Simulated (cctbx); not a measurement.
## Resonant diffraction in Y2MnNi2

Space group Cmmm (no. 65), a = 3.6790 Å, b = 13.4650 Å, c = 3.5540 Å, α = 90.00°, β = 90.00°, γ = 90.00°.

```
atom  mult.    x       y    z  Ueq (Å²)
  Y1      4    0  0.3657  1/2    0.0072
 Ni1      4  1/2  0.2987    0    0.0064
 Mn1      2    0       0    0    0.0072
```

The model is made up (kin elements in a known structure type, no relaxation), so it says nothing on whether the phase exists.

Calculated with cctbx: free-atom f′ and f″ from the Sasaki tables, no fine structure; amplitudes in electrons.

```csv
E (eV),F 1 1 0,F 0 0 2,F 0 2 1,F 2 2 0
5939,23.5,201.7,21.9,42.1
6289,24.9,199.3,23.1,43.2
6419,26.3,197.6,24.3,44.4
6479,27.7,196.0,25.7,45.7
6509,29.0,194.6,27.1,47.0
6524,30.5,193.1,28.5,48.4
6531,31.7,191.9,29.8,49.7
6535,33.1,190.5,31.2,51.0
6543,33.1,190.7,32.3,51.5
6547,31.4,192.3,30.7,49.9
6554,30.0,193.6,29.3,48.5
6569,28.4,195.1,27.7,46.9
6599,26.8,196.5,26.1,45.3
6689,24.6,198.3,23.8,43.1
6939,22.4,199.7,21.1,40.4
```

**Question.** Which edge is crossed, and why do the reflections move as they do?

The K edge of Mn. The edge is at 6539 eV. f′ of Mn falls from -3.7 e at 6419 eV to -7.3 e at 4 eV below it, and f″ steps from 0.46 to 3.95 e across it. Over that approach |F| changes by +26 % (1 1 0), -4 % (0 0 2), +28 % (0 2 1) and +15 % (2 2 0): a reflection falls where Mn scatters in phase with the total and rises where it scatters against it; it hardly moves where the Mn term is small or cancels by symmetry. Above the edge the larger f″ enters the imaginary part, where it can add to or cancel the other atoms' f″. The structure is centrosymmetric, so Friedel mates stay equal.

[Logs are printed without paths, hosts, clocks, repeated set-up lines and the standing remarks that a program may print on its own settings, such as how far it seeks lower states.]
